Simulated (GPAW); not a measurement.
AlN (F-43m): how ε∞ follows the gap

The empty bands of AlN (F-43m) are shifted up rigidly by Δ, and ε∞ is computed for each shift.

It takes space group F-43m (No. 216, cubic). The conventional cell has a = 4.368 Å, b = 4.368 Å, c = 4.368 Å, α = 90.00°, β = 90.00°, γ = 90.00°. Al on site a is surrounded by 4 N at 1.89 Å. N on site d is surrounded by 4 Al at 1.89 Å.

Method: GPAW 26.7.0, LDA, RPA, k-mesh 14×14×14, local fields up to 50 eV, Lorentzian half width 0.15 eV.

Launch of the response step: `OMP_NUM_THREADS=1 python df.py`. The series took 41 s in all, its band step included, on 1 thread of Arm Neoverse V1, on a shared host.

```tsv
Δ (eV)	ε∞
0.00	?
0.40	4.331
0.80	4.193
1.20	4.067
1.60	3.951
2.00	3.845
```

With one effective transition at E₀ and fixed dipole strength, ε∞ − 1 = A/(E₀ + Δ), so 1/(ε∞ − 1) is linear in Δ.

Working, on the rows shown:

| x = Δ (eV) | y = 1/(ε∞ − 1) |
| --- | --- |
| 0.4 | 0.30021 |
| 0.8 | 0.313185 |
| 1.2 | 0.326052 |
| 1.6 | 0.338868 |
| 2 | 0.351494 |

Means: x̄ = 1.2, ȳ = 0.32596. Σ(x − x̄)(y − ȳ) = 0.0513, Σ(x − x̄)² = 1.6. Slope = 0.0513 / 1.6 = 0.03206; intercept = ȳ − slope · x̄ = 0.28749. Turned back into ε∞, the line misses the rows shown by at most 0.0011.

Question: Predict the last column of the withheld row from the fit.

Answer: At x = 0 the line gives y = 0.28749, that is 4.478. The run gave 4.483, so the extrapolation is off by 0.0046, 0.7 % of the range in the table.

Refitted with all rows, the slope is 0.0322 and the intercept 0.28729. These give E₀ = intercept/slope = 8.9 eV, far above the least direct gap of 4.17 eV: most of the screening comes from transitions well over the edge. Over the first step ε∞ falls by 8 % per eV. Excitons are left out; LDA gaps are as a rule too small. The values come from a sum over the points of one k-mesh and carry its error, which grows as the direct gap shrinks. The local-field cutoff holds few shells of reciprocal vectors for this small cell, so ε∞ can read a few per cent high.

[Logs are printed without paths, hosts, clocks, repeated set-up lines and the standing remarks that a program may print on its own settings, such as how far it seeks lower states.]
